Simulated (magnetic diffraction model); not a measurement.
# Li₂MnCl₅ below its ordering temperature

Space group P2_12_12_1 (no. 19), a = 6.5650 Å, b = 10.3050 Å, c = 12.2750 Å.

| site | atom | x | y | z |
| --- | --- | --- | --- | --- |
| 4a | Mn | 0.0269 | 0.0452 | 0.6181 |
| 4a | Cl | 0.7677 | 0.0669 | 0.0623 |
| 4a | Cl | 0.7551 | 0.3310 | 0.8874 |
| 4a | Cl | 0.7878 | 0.3323 | 0.2877 |
| 4a | Cl | 0.8535 | 0.6039 | 0.0570 |
| 4a | Cl | 0.8751 | 0.0156 | 0.7927 |
| 4a | Li | 0.9745 | 0.6595 | 0.5585 |
| 4a | Li | 0.0400 | 0.6134 | 0.2394 |

The compound is invented for this exercise: a known structure type with other elements, its cell scaled to their sizes and not relaxed.

Only Mn is taken to order (form factors of Mn3+); orders and moment sizes are assumed, and not adapted to the symmetry. Radiation: neutrons of λ = 1.594 Å, 3° to 30°; isotropic B of 0.61 Å² (Mn), 0.75 Å² (Cl) and 1.21 Å² (Li). Simulated constant-wavelength pattern: nuclear and magnetic terms add, the magnetic one as |2.695 fm × Σ f S⊥ exp(2πi Q·r) exp(−B s²)|², summed over all Q at one angle with the factor 1/(sin²θ cos θ). For a modulated order the moment at position r is S exp(−2πi k·r) + c.c., with S = m/2 for a sine wave of amplitude m and S = m(u + iv)/2 for moments turning in a plane, u and v being orthogonal unit vectors in it; the phase factor of the sum at Q = H + k is then exp(2πi H·r). Free-ion form factors, Sears's scattering lengths of 1992, no absorption; a label names one of the reflections at its angle. The strongest nuclear line in the range is 100, and lines under 0.2 are left out.

Above the ordering temperature:

```csv
2θ (°),index,I
11.59,(0 1 1),2.5
17.80,(0 2 0),3.7
18.17,(1 1 1),0.6
19.32,(0 2 1),0.5
20.48,(1 0 2),4.1
22.36,(1 1 2),3.1
23.30,(0 2 2),0.8
23.90,(1 2 1),28.8
24.20,(0 1 3),0.8
26.54,(1 0 3),23.2
27.26,(1 2 2),25.9
27.88,(0 3 1),0.6
28.03,(1 1 3),51.2
28.10,(2 0 0),61.4
28.80,(0 2 3),100.0
29.11,(2 0 1),12.7
```

Below it (cell unchanged):

```
2θ (°)     I
  7.95   5.3
  9.30   3.7
 11.15   2.3
 11.59   2.5
 11.92   4.3
 13.42   2.6
 14.26   2.2
 15.18   1.2
 16.11   3.1
 16.75   0.9
 17.61   1.7
 17.80   3.7
 18.02   0.8
 18.17   0.6
 18.36   1.4
 18.66   1.0
 18.99   1.3
 19.32   0.5
 19.52   1.4
 20.42   2.0
 20.48   4.1
 20.70   1.5
 21.05   0.7
 22.35   1.2
 22.36   3.1
 22.51   0.7
 22.64   0.5
 23.30   0.8
 23.47   0.9
 23.90  28.8
 24.20   0.8
 24.24   1.1
 24.36   0.8
 24.54   0.6
 25.14   0.4
 25.25   0.3
```
(The table stops after 36 lines; 21 more lie at higher angle.)

**Question.** Find the propagation vector, then choose among these models:
A. moments turning in the plane of [010] and [001], 3.12 μB on Mn; signs + at (0.0269, 0.0452, 0.6181), + at (0.9731, 0.5452, 0.8819), + at (0.5269, 0.4548, 0.3819), − at (0.4731, 0.9548, 0.1181)
B. moments turning in the plane of [001] and [100], 3.12 μB on Mn; signs + at (0.0269, 0.0452, 0.6181), + at (0.9731, 0.5452, 0.8819), + at (0.5269, 0.4548, 0.3819), − at (0.4731, 0.9548, 0.1181)
C. a sine wave with moments along [001] (amplitudes given), 3.12 μB on Mn; signs + at (0.0269, 0.0452, 0.6181), + at (0.9731, 0.5452, 0.8819), + at (0.5269, 0.4548, 0.3819), − at (0.4731, 0.9548, 0.1181)
D. moments turning in the plane of [100] and [010], 3.12 μB on Mn; signs + at (0.0269, 0.0452, 0.6181), + at (0.9731, 0.5452, 0.8819), + at (0.5269, 0.4548, 0.3819), − at (0.4731, 0.9548, 0.1181)

The new lines index as (1/5 0 1) at 7.95°, (1/5 1 0) at 9.30°, (4/5 0 0) at 11.15° and (1/5 1 1) at 11.92°, that is as H ± k with k = (1/5 0 0). Satellites come in pairs about each point of the reciprocal lattice. Below the range, at 2.78°, lies the magnetic line (1/5 0 0) with 40.

Magnetic intensity, observed (below minus above) and for each model:

| 2θ (°) | index | observed | A | B | C | D |
| --- | --- | --- | --- | --- | --- | --- |
| 7.95 | (1/5 0 1) | 5.3 | 5.3 | 4.7 | 0.6 | 8.9 |
| 9.30 | (1/5 1 0) | 3.7 | 3.7 | 6.5 | 3.4 | 3.4 |
| 11.92 | (1/5 1 1) | 4.3 | 4.3 | 6.3 | 2.5 | 5.6 |
| 13.42 | (4/5 0 1) | 2.6 | 2.6 | 1.6 | 1.1 | 2.0 |
| 15.18 | (1/5 0 2) | 1.2 | 1.2 | 1.2 | <0.2 | 2.3 |
| 16.11 | (4/5 1 1) | 3.1 | 3.1 | 2.7 | 1.6 | 2.5 |
| 17.61 | (1/5 1 2) | 1.7 | 1.7 | 2.1 | 0.5 | 2.9 |
| 24.36 | (1/5 1 3) | 0.8 | 0.8 | 0.9 | <0.2 | 1.4 |

Model A matches.

The structure used: k = (1/5 0 0), moments turning in the plane of [010] and [001], 3.12 μB on Mn; signs + at (0.0269, 0.0452, 0.6181), + at (0.9731, 0.5452, 0.8819), + at (0.5269, 0.4548, 0.3819), − at (0.4731, 0.9548, 0.1181).

[Logs are printed without paths, hosts, clocks, repeated set-up lines and the standing remarks that a program may print on its own settings, such as how far it seeks lower states.]
